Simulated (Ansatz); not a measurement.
# BeCd, from a guessed structure to a relaxed one

This structure for BeCd is made up. Its elements were placed in a known structure type with a cell scaled to their sizes. What cell does the guess relax to, and how far off was it?

Calculated with Ansatz 0.2.0; DFT, PBEsol, plane-wave PAW, files of the set soft_1, scalar-relativistic, no spin, cell and ions relaxed at zero pressure; PAW set soft_1, in the first sound run; inputs show where later runs differ.

## Step 1: The structure

Symmetry: Pm-3m, No. 221, cubic system. Conventional cell: a = 3.216 Å, b = 3.216 Å, c = 3.216 Å, α = 90.00°, β = 90.00°, γ = 90.00°. Nearest to Cd lie 8 Be at 2.79 Å. Nearest to Be lie 8 Cd at 2.79 Å. Farther neighbours are not listed.

## Step 2: Relaxation of the guess

The guessed cell has no reason to be at equilibrium. It is relaxed with the atoms, within the space group of the guess.

Input file input.yaml:

```yaml
crystal:
  lattice:
    - [3.216, 0.0, 0.0]
    - [0.0, 3.216, 0.0]
    - [0.0, 0.0, 3.216]
  atoms:
    - { symbol: Cd, position: [0.5, 0.5, 0.5] }
    - { symbol: Be, position: [0.0, 0.0, 0.0] }
kpoints:
  mp_grid: { grid: [8, 8, 8] }
scf:
  occupations: { method: fermi_dirac, width: 0.05 }
hamiltonian:
  xc: pbesol
  pseudopotentials: { kind: paw, azcp: { folder: soft_1 }, xc_functional: pbe }
relax:
  f_tol: 0.015
  max_steps: 70
  cell: {}
output:
  forces: true
  stress: true
```

Started as:

```bash
$ ansatz run input.yaml --threads 4 --pin off --max-ram 8192MiB --backend cpu --events-out ev --progress --plain --runs-dir out
```

Numbers of over 12 decimals in the logs are rounded to 6 here.

The log of the run:

```text
Engine: ansatz 0.2.0, x86_64-unknown-linux-gnu
Pseudopotentials: kind: paw
Pseudopotential: Cd, paw, valence charge 20, recommended cutoff 420 eV (normal), soft_1/Cd.paw.azcp
Pseudopotential: Be, paw, valence charge 2, recommended cutoff 420 eV (normal), soft_1/Be.paw.azcp
Functional definition: PBEsol
  exchange = pbesol_x
  correlation = pbesol_c
Crystal: 2 atoms, lattice volume = 33.262 Å³
Basis set: ecut = 420 eV, 619 PW (Γ), exchange–correlation on 48×48×48 points (8 copies of the dense FFT grid, shifted against one another)
Bands: 15, of which v1, the nominal top of the filled ones, is band 11 counted from 1 (10 counted from 0)
Symmetry: 48 space group operations
Space group: Pm-3m (ITA 221), of the structure as read, at distance tolerance 3.2e-5 Å
k-points: 35 of 512
Non-local potential: Cd, projectors of the file, l = 0: 3, l = 1: 2, l = 2: 2, l = 3: 1
Non-local potential: Be, projectors of the file, l = 0: 2, l = 1: 2, l = 2: 1
PAW form: soft (Blöchl's): semilocal exchange-correlation on the pseudo side does not see the compensation charge
PAW frozen core: Cd, regenerated for the run's functional, and the local potential with it (the file was generated under x = pbe(κ = 0.804, μ = 0.219515), c = pbe(β = 0.066725))
PAW frozen core: Be, regenerated for the run's functional, and the local potential with it (the file was generated under x = pbe(κ = 0.804, μ = 0.219515), c = pbe(β = 0.066725))
PAW one-centre angular grid: Cd, 590 points (default); XC on 64 Gauss nodes
PAW one-centre angular grid: Be, 110 points (default); XC on 64 Gauss nodes
Initial density: superposition of atomic densities (chi_scale 0.1, normalization cell, long waves kept (reshape's long-wave potential 0.00 eV rms))
Initial wavefunctions: pseudopotential atomic-orbital guess
Functional: x = pbesol(κ = 0.804, μ = 0.123457), c = pbesol(β = 0.046)
SCF iter   1: F=—  HF=-8273.664567 eV  |F-HF|=—  |Δ(HF+E_count)|=         —  Δρ=4.14e-2  dr2=8.44e-1  ethr=3.10e-3  ⟨swp⟩=5.5  Hψ=2580  notcnv=0
preconditioner: auto → none  [metal: Δε(μ)=0.077 eV  Ē_g=11.404 eV  σ=0.050 eV  W_gap=0.36  n_scr=6 (ndim 8)  ℏωp=24.1 eV  f_vac=0.000  D(μ)=0.70/eV (n_scr^D=6)  sad-step TF]
SCF iter   2: F=—  HF=-8273.458217 eV  |F-HF|=—  |Δ(HF+E_count)|=   2.06e-1  Δρ=1.79e-2  dr2=1.71e-1  ethr=3.10e-3  ⟨swp⟩=2.9  Hψ=1114  notcnv=0  defer=3
SCF iter   3: F=—  HF=-8273.394340 eV  |F-HF|=—  |Δ(HF+E_count)|=   6.39e-2  Δρ=3.63e-3  dr2=5.03e-3  ethr=7.76e-4  ⟨swp⟩=2.4  Hψ=847  notcnv=0  defer=3
SCF iter   4: F=—  HF=-8273.394065 eV  |F-HF|=—  |Δ(HF+E_count)|=   2.75e-4  Δρ=8.46e-4  dr2=1.19e-4  ethr=2.28e-5  ⟨swp⟩=2.4  Hψ=973  notcnv=0  defer=3
SCF iter   5: F=—  HF=-8273.394240 eV  |F-HF|=—  |Δ(HF+E_count)|=   1.75e-4  Δρ=2.83e-4  dr2=2.53e-5  ethr=5.39e-7  ⟨swp⟩=2.9  Hψ=1010  notcnv=0  defer=3
SCF iter   6: F=—  HF=-8273.394227 eV  |F-HF|=—  |Δ(HF+E_count)|=   1.29e-5  Δρ=1.21e-5  dr2=2.85e-8  ethr=4.55e-10  ⟨swp⟩=3.1  Hψ=2196  notcnv=0
SCF iter   7: F=-8273.394227 eV  HF=-8273.394227 eV  |F-HF|=1.16e-9  |Δ(HF+E_count)|=   7.93e-9  Δρ=1.85e-6  dr2=1.44e-9  ethr=1.30e-10  ⟨swp⟩=2.0  Hψ=1797  notcnv=0
SCF 1 converged in 7 iterations: F = -8273.394227 eV  dr2 = 1.44e-9
  greatest PAW one-centre occupation: 1.000 electrons in one spin orbital (limit 2), on the Cd atom at site 0 (counted from 0), in its partial waves of l = 0
relax step   1: F+E_penalty+E_count = -8273.39422704 eV  Δ(F+E_penalty+E_count) = +0.000e0 eV  max|allowed force component| = 2.562e-29 eV/Å  Δτ_max = 0.0000 Å  P = -9.432 GPa  Ω = 33.262 Å³  (7 SCF iters, dr2 threshold 1.00e-7 eV, accepted)
Crystal: 2 atoms, lattice volume = 28.631 Å³
Basis set: ecut = 420 eV, 587 PW (Γ), exchange–correlation on 48×48×48 points (8 copies of the dense FFT grid, shifted against one another)
Initial density: handed on by an earlier stage of this run
Initial wavefunctions: those handed on with the density
iter 1 solved again at ethr=3.73e-4 eV; its pass at ethr=3.10e-3 eV (dr2=8.21e-2 eV) is discarded
SCF iter   1: F=—  HF=-8273.579000 eV  |F-HF|=—  |Δ(HF+E_count)|=         —  Δρ=1.38e-2  dr2=8.30e-2  ethr=3.73e-4  ⟨swp⟩=1.0  Hψ=3412  notcnv=0
preconditioner: auto → none  [metal: Δε(μ)=0.048 eV  Ē_g=12.987 eV  σ=0.050 eV  W_gap=0.22  n_scr=6 (ndim 8)  ℏωp=26.0 eV  f_vac=0.000  D(μ)=1.00/eV (n_scr^D=6)]
SCF iter   2: F=—  HF=-8273.553436 eV  |F-HF|=—  |Δ(HF+E_count)|=   2.56e-2  Δρ=6.98e-3  dr2=8.77e-3  ethr=3.73e-4  ⟨swp⟩=2.4  Hψ=943  notcnv=0
SCF iter   3: F=—  HF=-8273.549445 eV  |F-HF|=—  |Δ(HF+E_count)|=   3.99e-3  Δρ=1.02e-3  dr2=3.22e-4  ethr=3.99e-5  ⟨swp⟩=2.1  Hψ=1240  notcnv=0  defer=2
SCF iter   4: F=—  HF=-8273.549272 eV  |F-HF|=—  |Δ(HF+E_count)|=   1.72e-4  Δρ=1.76e-4  dr2=5.21e-6  ethr=1.47e-6  ⟨swp⟩=2.8  Hψ=897  notcnv=0  defer=2
SCF iter   5: F=—  HF=-8273.549234 eV  |F-HF|=—  |Δ(HF+E_count)|=   3.89e-5  Δρ=1.56e-5  dr2=7.94e-8  ethr=9.09e-10  ⟨swp⟩=3.0  Hψ=2127  notcnv=0
SCF iter   6: F=-8273.549234 eV  HF=-8273.549234 eV  |F-HF|=2.82e-10  |Δ(HF+E_count)|=   7.45e-9  Δρ=3.32e-6  dr2=3.17e-9  ethr=3.61e-10  ⟨swp⟩=2.2  Hψ=1620  notcnv=0
SCF 2 converged in 6 iterations: F = -8273.549234 eV  dr2 = 3.17e-9
  greatest PAW one-centre occupation: 1.001 electrons in one spin orbital (limit 2), on the Cd atom at site 0 (counted from 0), in its partial waves of l = 0
relax step   2: F+E_penalty+E_count = -8273.54923353 eV  Δ(F+E_penalty+E_count) = -1.550e-1 eV  max|allowed force component| = 1.057e-29 eV/Å  Δτ_max = 0.0000 Å  P = +0.126 GPa  Ω = 28.631 Å³  energy of the carried Pulay correction = +6.614e-4 eV  (6 SCF iters, dr2 threshold 2.00e-7 eV, accepted)
Crystal: 2 atoms, lattice volume = 28.683 Å³
iter 1 solved again at ethr=6.24e-8 eV; its pass at ethr=3.10e-3 eV (dr2=1.37e-5 eV) is discarded
SCF iter   1: F=—  HF=-8273.549263 eV  |F-HF|=—  |Δ(HF+E_count)|=         —  Δρ=1.98e-4  dr2=1.77e-5  ethr=6.24e-8  ⟨swp⟩=2.0  Hψ=3213  notcnv=0
preconditioner: auto → none  [metal: Δε(μ)=0.081 eV  Ē_g=13.271 eV  σ=0.050 eV  W_gap=0.36  n_scr=6 (ndim 8)  ℏωp=25.9 eV  f_vac=0.000  D(μ)=0.82/eV (n_scr^D=6)]
SCF iter   2: F=—  HF=-8273.549242 eV  |F-HF|=—  |Δ(HF+E_count)|=   2.08e-5  Δρ=1.01e-4  dr2=1.76e-6  ethr=6.24e-8  ⟨swp⟩=2.1  Hψ=786  notcnv=0
SCF iter   3: F=—  HF=-8273.549241 eV  |F-HF|=—  |Δ(HF+E_count)|=   8.06e-7  Δρ=1.58e-5  dr2=8.18e-8  ethr=8.02e-9  ⟨swp⟩=2.0  Hψ=861  notcnv=0
SCF iter   4: F=-8273.549241 eV  HF=-8273.549241 eV  |F-HF|=4.51e-10  |Δ(HF+E_count)|=   4.61e-8  Δρ=2.58e-6  dr2=1.20e-9  ethr=1.81e-10  ⟨swp⟩=3.9  Hψ=1534  notcnv=0
SCF 3 converged in 4 iterations: F = -8273.549241 eV  dr2 = 1.20e-9
relax step   3: F+E_penalty+E_count = -8273.54924133 eV  Δ(F+E_penalty+E_count) = -7.799e-6 eV  max|allowed force component| = 1.477e-29 eV/Å  Δτ_max = 0.0000 Å  P = -0.029 GPa  Ω = 28.683 Å³  energy of the carried Pulay correction = +6.533e-4 eV  (4 SCF iters, dr2 threshold 3.99e-8 eV, accepted)
Initial wavefunctions: pseudopotential atomic-orbital guess (no wavefunctions were taken with the density)
iter 1 solved again at ethr=1.06e-8 eV; its pass at ethr=3.10e-3 eV (dr2=2.33e-6 eV) is discarded
SCF iter   1: F=—  HF=-8273.548755 eV  |F-HF|=—  |Δ(HF+E_count)|=         —  Δρ=1.68e-4  dr2=1.37e-6  ethr=1.06e-8  ⟨swp⟩=3.1  Hψ=4033  notcnv=0
preconditioner: auto → none  [metal: Δε(μ)=0.080 eV  Ē_g=13.266 eV  σ=0.050 eV  W_gap=0.36  n_scr=6 (ndim 8)  ℏωp=25.9 eV  f_vac=0.000  D(μ)=0.82/eV (n_scr^D=6)]
SCF iter   2: F=—  HF=-8273.548740 eV  |F-HF|=—  |Δ(HF+E_count)|=   1.51e-5  Δρ=7.68e-5  dr2=4.78e-7  ethr=6.23e-9  ⟨swp⟩=2.0  Hψ=873  notcnv=0
SCF iter   3: F=—  HF=-8273.548740 eV  |F-HF|=—  |Δ(HF+E_count)|=   1.64e-7  Δρ=3.14e-5  dr2=1.08e-7  ethr=2.17e-9  ⟨swp⟩=2.1  Hψ=758  notcnv=0
SCF iter   4: F=—  HF=-8273.548740 eV  |F-HF|=—  |Δ(HF+E_count)|=   7.76e-9  Δρ=4.99e-6  dr2=1.51e-9  ethr=4.93e-10  ⟨swp⟩=2.0  Hψ=868  notcnv=0
SCF iter   5: F=—  HF=-8273.548740 eV  |F-HF|=—  |Δ(HF+E_count)|=   2.28e-9  Δρ=5.82e-7  dr2=2.87e-11  ethr=6.88e-12  ⟨swp⟩=2.3  Hψ=706  notcnv=0
SCF iter   6: F=-8273.548740 eV  HF=-8273.548740 eV  |F-HF|=1.82e-12  |Δ(HF+E_count)|=  3.46e-11  Δρ=1.44e-8  dr2=4.74e-14  ethr=1.00e-12  ⟨swp⟩=4.4  Hψ=1841  notcnv=0
SCF 4 converged in 6 iterations: F = -8273.548740 eV  dr2 = 4.74e-14
relax step   4: F+E_penalty+E_count = -8273.54874000 eV  Δ(F+E_penalty+E_count) = +5.013e-4 eV  max|allowed force component| = 8.513e-30 eV/Å  Δτ_max = 0.0000 Å  P = -0.042 GPa  Ω = 28.683 Å³  stress off target by 4.21e-2 GPa  SCF on the basis re-selected at this cell (its energy is not comparable with the rows above)  (6 SCF iters)
basis re-selected at this cell: Δ(F+E_penalty+E_count) = +5.013e-4 eV, ΔP = -0.013 GPa vs the last step (what re-selecting the basis moved, of the pressure what is left beyond the Pulay correction that the steps carried, after the strain that the cell walked since its last selection, with what the two solves' SCF thresholds leave and, on support functions, any second-order correction that the steps lacked; it is no m [...]
SCF converged after 6 iterations
Free energy (F): -8273.548740 eV
Harris-Foulkes:  -8273.548740 eV  (|F-HF|=1.82e-12)
Internal energy: -8273.542294 eV  (E = F + TS)
E sigma→0 (E₀):  -8273.545517 eV
Entropy (-TS):   -0.006446 eV (-3.223 meV/atom)
Fermi energy:    14.160035 eV
--- Per-component energies (eV) ---
  E_band       = -401.486896
  E_kinetic    = 459.380146
  E_local      = -3286.723326  (includes V_loc(G=0)·N_el)
  E_nonlocal   = 123.575463
  E_hartree    = 1535.756990
  E_xc         = -176.517743
  E_vxc        = -217.558523  (∫ρ·V_xc dr)
  E_paw        = -4082.401849  (= ΣΔE_a)
  E_vpaw       = -551.674952  (= ΣTr[D̂ρ^β])
  E_aug_tail   = 0.000328  (compensation charges beyond the density's cutoff)
  E_ewald      = -2846.963796
  E_core_change = 0.351492  (= ΣΔE_core)
  E_smearing   = -0.006446  (= −TS)
  E_closure    = 0.000000  (closes the sum)
  Σ components = -8273.548740   (vs F -8273.548740, Δ=0.00e0)
--- Forces (eV/Å), atoms counted from 1 ---
  atom   1  Cd    -0.00000000     0.00000000     0.00000000
  atom   2  Be     0.00000000     0.00000000    -0.00000000
  max |Σ_I F_I| component: 1.66e-29 eV/Å
--- Stress (GPa, compression-positive) ---
       -0.042071       0.000000      -0.000000
        0.000000      -0.042071       0.000000
       -0.000000       0.000000      -0.042071
  P = ⅓ Tr σ = -0.0421 GPa (-0.421 kbar)
--- Relaxed structure (3 steps of the walk, 3 accepted, 1 SCFs on fresh bases) ---
  F+E_penalty+E_count = -8273.54874000 eV   max|allowed force component| = 8.513e-30 eV/Å   (the final SCF, on the basis selected at the relaxed cell)
  cell:  # Å, volume = 28.6834 Å³
    - [3.061097, 0, 0]
    - [0, 3.061097, 0]
    - [0, 0, 3.061097]
  atoms:
    - { symbol: Cd, position: [0.5, 0.5, 0.5] }
    - { symbol: Be, position: [0, 0, 0] }
```

It took 2.1 s on 4 threads of Intel Xeon Platinum 8488C (Sapphire Rapids), shared host; peak memory 0.37 GiB.

Step by step:

```tsv
step	energy less that of the first step (eV)	largest force component (eV/Å)	pressure (GPa)	volume (Å³)
1	0.0000	0.0000	-9.43	33.26
2	-0.1550	0.0000	0.13	28.63
3	-0.1550	0.0000	-0.03	28.68
4*	-0.1545	0.0000	-0.04	28.68
```

Relaxation steps marked * repeat the geometry before them on a plane-wave basis chosen anew for their cell, so energy and pressure can jump there.

The run keeps the 48 symmetry operations that it works with, so distortions that break them were not tested.

```tsv
conventional cell, symmetrised	before	after	change
a (Å)	3.216	3.061	-4.8 %
b (Å)	3.216	3.061	-4.8 %
c (Å)	3.216	3.061	-4.8 %
volume (Å³/atom)	16.63	14.34	-13.8 %
```

Final coordinates:

```xyz
2
Lattice="3.0611 0.0000 0.0000 0.0000 3.0611 0.0000 0.0000 0.0000 3.0611" Properties=species:S:1:pos:R:3 pbc="T T T"
Cd    1.5305    1.5305    1.5305
Be    0.0000    0.0000    0.0000
```

Numbers from this step:

```
free energy             : -8273.5487 eV
energy at zero smearing : -8273.5455 eV
smearing term TS        : 0.006446 eV
Fermi energy            : 14.16 eV
electrons               : 22
symmetry operations     : 48
pressure                : -0.04207 GPa
```

Shortest distances by pair of elements, guess and relaxed (not always the same contact):

```tsv
pair	guess (Å)	relaxed (Å)
Be–Cd	2.785	2.651
Cd–Cd	3.216	3.061
Be–Be	3.216	3.061
```

The relaxation ends with a pressure of -0.04 GPa.

## Step 3: Electronic structure of the relaxed cell

A second self-consistent run takes a narrower smearing and the mesh shown in its input; the bands follow along the standard path of the relaxed lattice.

This step: DFT, PBEsol, plane-wave PAW, files of the set soft_1, scalar-relativistic, no spin, bands and density of states at the relaxed cell; PAW set soft_1 (Ansatz 0.2.0).

Input file input.yaml:

```yaml
crystal:
  lattice:
    - [3.0610966945, 0.0, 0.0]
    - [0.0, 3.0610966945, 0.0]
    - [0.0, 0.0, 3.0610966945]
  atoms:
    - { symbol: Cd, position: [0.5, 0.5, 0.5] }
    - { symbol: Be, position: [0.0, 0.0, 0.0] }
kpoints:
  mp_grid: { grid: [10, 10, 10] }
  band_path:
    path:
      - [[0.0, 0.0, 0.0], [0.0, 0.5, 0.0], [0.5, 0.5, 0.0], [0.0, 0.0, 0.0], [0.5, 0.5, 0.5], [0.0, 0.5, 0.0]]
      - [[0.5, 0.5, 0.0], [0.5, 0.5, 0.5]]
    npoints: 13
scf:
  occupations: { method: fermi_dirac, width: 0.03 }
  n_extra_bands: 6
hamiltonian:
  xc: pbesol
  pseudopotentials: { kind: paw, azcp: { folder: soft_1 }, xc_functional: pbe }
output:
  forces: true
  stress: true
  write_bands: true
  dos: { projected: true }
  write_density: true
  write_potential: true
  elf: true
  volumetric_format: npy
```

The log of the run:

```text
[...]
Crystal: 2 atoms, lattice volume = 28.683 Å³
Basis set: ecut = 420 eV, 587 PW (Γ), exchange–correlation on 48×48×48 points (8 copies of the dense FFT grid, shifted against one another)
Bands: 17, of which v1, the nominal top of the filled ones, is band 11 counted from 1 (10 counted from 0)
[... 1 set-up line as in the run before ...]
[...]
k-points: 56 of 1000
[...]
SCF iter   1: F=—  HF=-8273.930800 eV  |F-HF|=—  |Δ(HF+E_count)|=         —  Δρ=5.59e-2  dr2=1.26e0  ethr=3.10e-3  ⟨swp⟩=5.6  Hψ=4531  notcnv=0
[...]
SCF iter   7: F=-8273.519180 eV  HF=-8273.519180 eV  |F-HF|=7.68e-10  |Δ(HF+E_count)|=  7.82e-11  Δρ=1.73e-6  dr2=9.89e-10  ethr=3.75e-11  ⟨swp⟩=4.3  Hψ=4108  notcnv=0
SCF 1 converged in 7 iterations: F = -8273.519180 eV  dr2 = 9.89e-10
[...]
NSCF: frozen V_eff on 80 k-points
SCF converged after 7 iterations
Free energy (F): -8273.519180 eV
[...]
Internal energy: -8273.516678 eV  (E = F + TS)
E sigma→0 (E₀):  -8273.517929 eV
Entropy (-TS):   -0.002502 eV (-1.251 meV/atom)
Fermi energy:    14.138591 eV
[...]
--- Stress (GPa, compression-positive) ---
       -0.639678      -0.000000       0.000000
        0.000000      -0.639678       0.000000
        0.000000       0.000000      -0.639678
  P = ⅓ Tr σ = -0.6397 GPa (-6.397 kbar)
--- Band table (eV; the first three rows and the last of 56) ---
  k-point 0: bands = [... 7 lower, 4.7966, 4.7966, 4.7966, 16.7322, 16.7322, 16.7322, 22.8548, 22.8548, ... 2 higher]
  k-point 1: bands = [... 7 lower, 4.7504, 4.7504, 4.8006, 15.7377, 16.9419, 16.9419, 22.8767, 23.2357, ... 2 higher]
  k-point 2: bands = [... 7 lower, 4.6323, 4.6323, 4.8111, 13.7791, 17.5441, 17.5441, 22.9395, 23.3441, ... 2 higher]
  k-point 55: bands = [... 7 lower, 5.2429, 5.2429, 15.6721, 15.6721, 15.6721, 15.6741, 15.6741, 15.6741, ... 2 higher]
```

It took 0.75 s on 4 threads; peak memory 0.36 GiB; 2.2 s of CPU time.

This step gave:

| Item | Value |
| --- | --- |
| free energy | -8273.5192 eV |
| energy at zero smearing | -8273.5179 eV |
| smearing term TS | 0.002502 eV |
| Fermi energy | 14.14 eV |
| pressure | -0.6397 GPa |

From bands.tsv, the bands that come nearest the Fermi level along the path, at its corners, in eV from the Fermi level:

| point | band 8 | band 9 | band 10 | band 11 | band 12 | band 13 | band 14 | band 15 |
| --- | --- | --- | --- | --- | --- | --- | --- | --- |
| Γ | -9.34 | -9.34 | -9.34 | 2.59 | 2.59 | 2.59 | 8.72 | 8.72 |
| X | -9.80 | -9.30 | -6.37 | -6.03 | 6.01 | 6.01 | 9.02 | 9.38 |
| M | -9.68 | -8.92 | -3.71 | -3.71 | -0.92 | 0.12 | 6.17 | 11.11 |
| Γ | -9.34 | -9.34 | -9.34 | 2.59 | 2.59 | 2.59 | 8.72 | 8.72 |
| R | -8.90 | -8.90 | 1.53 | 1.53 | 1.53 | 1.54 | 1.54 | 1.54 |
| X | -9.80 | -9.30 | -6.37 | -6.03 | 6.01 | 6.01 | 9.02 | 9.38 |
| M | -9.68 | -8.92 | -3.71 | -3.71 | -0.92 | 0.12 | 6.17 | 11.11 |
| R | -8.90 | -8.90 | 1.53 | 1.53 | 1.53 | 1.54 | 1.54 | 1.54 |

Valence density in the ac plane at fractional y = 0.000, with atoms of Be within 0.2 Å of it. It is the smooth field of the valence electrons, not physical close to the nuclei.

Ten even steps from '_' (0.05 e/Å³) to '@' (0.19 e/Å³):
```
..--##@@@@%%##******##%%@@@@##--
**##@@@@@@%%##******##%%@@@@@@##
@@@@@@@@@@%%##########%%@@@@@@@@
@@@@@@@@%%%%%%######%%%%%%@@@@@@
%%%%%%%%%%%%%%%%%%%%%%%%%%%%%%%%
########%%%%%%@@@@@@%%%%%%######
******####%%@@@@@@@@@@%%####****
******####%%@@@@@@@@@@%%####****
******####%%@@@@@@@@@@%%####****
########%%%%%%@@@@@@%%%%%%######
%%%%%%%%%%%%%%%%%%%%%%%%%%%%%%%%
@@@@@@@@%%%%%%######%%%%%%@@@@@@
@@@@@@@@@@%%##########%%@@@@@@@@
**##@@@@@@%%##******##%%@@@@@@##
..--##@@@@%%##******##%%@@@@##--
__..**@@@@%%##******##%%@@@@**..
```
Columns run along a (3.1 Å), rows up along c (3.1 Å). Atoms in or near the plane, at fractional coordinates: Be at (0.00, 0.00).

ELF in the ac plane at fractional y = 0.000, with atoms of Be within 0.2 Å of it. It is the smooth field of the valence electrons, not physical close to the nuclei.

Ten even steps from '_' (0.00) to '@' (0.48):
```
______--##@@@@%%%%%%@@@@##--____
____::++@@@@@@%%%%%%@@@@@@++::__
::--++%%@@@@%%######%%@@@@%%++--
####@@@@@@%%####**####%%@@@@@@##
@@@@@@@@%%##****++****##%%@@@@@@
@@@@@@%%##**++++++++++**##%%@@@@
%%%%%%####**++======++**####%%%%
%%%%%%##**++++======++++**##%%%%
%%%%%%####**++======++**####%%%%
@@@@@@%%##**++++++++++**##%%@@@@
@@@@@@@@%%##****++****##%%@@@@@@
####@@@@@@%%####**####%%@@@@@@##
::--++%%@@@@%%######%%@@@@%%++--
____::++@@@@@@%%%%%%@@@@@@++::__
______--##@@@@%%%%%%@@@@##--____
______::##@@@@%%%%%%@@@@##::____
```
Columns run along a (3.1 Å), rows up along c (3.1 Å). Atoms in or near the plane, at fractional coordinates: Be at (0.00, 0.00).

Electrostatic potential energy in the ac plane at fractional y = 0.000, with atoms of Be within 0.2 Å of it. With pseudopotentials it is smooth inside the atoms' cores, unlike the true potential.

Values in eV, 16 rows by 16 columns:
```
-29 -29 -20  -7   5  11  14  15  15  15  14  11   5  -7 -20 -29
-23 -20 -13  -1   8  11  14  15  15  15  14  11   8  -1 -13 -20
-10  -7  -1   6  10  13  14  15  15  15  14  13  10   6  -1  -7
  4   5   8  10  12  14  14  15  15  15  14  14  12  10   8   5
 10  11  11  13  14  14  14  15  15  15  14  14  14  13  11  11
 13  14  14  14  14  14  14  14  14  14  14  14  14  14  14  14
 15  15  15  15  15  15  14  14  14  14  14  15  15  15  15  15
 15  15  15  15  15  15  14  14  14  14  14  15  15  15  15  15
 15  15  15  15  15  15  14  14  14  14  14  15  15  15  15  15
 13  14  14  14  14  14  14  14  14  14  14  14  14  14  14  14
 10  11  11  13  14  14  14  15  15  15  14  14  14  13  11  11
  4   5   8  10  12  14  14  15  15  15  14  14  12  10   8   5
-10  -7  -1   6  10  13  14  15  15  15  14  13  10   6  -1  -7
-23 -20 -13  -1   8  11  14  15  15  15  14  11   8  -1 -13 -20
-29 -29 -20  -7   5  11  14  15  15  15  14  11   5  -7 -20 -29
-29 -29 -23 -10   4  10  13  15  15  15  13  10   4 -10 -23 -29
```
Columns run along a (3.1 Å; values clipped at the 3rd and 97th percentile), rows up along c (3.1 Å). Atoms in or near the plane, at fractional coordinates: Be at (0.00, 0.00).

## Step 4: What came out

* space group, relaxed: Pm-3m
* conventional cell: a = 3.061, b = 3.061, c = 3.061 Å; α = 90.0°, β = 90.0°, γ = 90.0°
* volume per atom: 14.34 Å³ (guess 16.63)

In words: BeCd relaxes to Pm-3m with a = 3.061, b = 3.061 and c = 3.061 Å. The guessed volume was 16 % too large. The space group Pm-3m was held in the relaxation, so the end point is a stationary structure within it and may be a saddle against distortions or other arrangements. Bands cross the Fermi level, so it is a metal or semimetal at this level. On the 10×10×10 mesh with the narrower smearing (relaxed on 8×8×8) the forces vanish, as symmetry may demand, and the largest stress component is 0.640 GPa, against the relaxation's thresholds of 0.015 eV/Å and 0.05 GPa. The cutoff wasn't tested. No dispersion term is used, so weakly bound directions may come out too long. Nothing here tests whether the compound is stable against decomposition.

[Logs are printed without paths, hosts, clocks, repeated set-up lines and the standing remarks that a program may print on its own settings, such as how far it seeks lower states.]

[Hosts, paths, dates, database ids (printed as entryN), source tags and the programs' standing remarks are cut or masked in the printed files.]
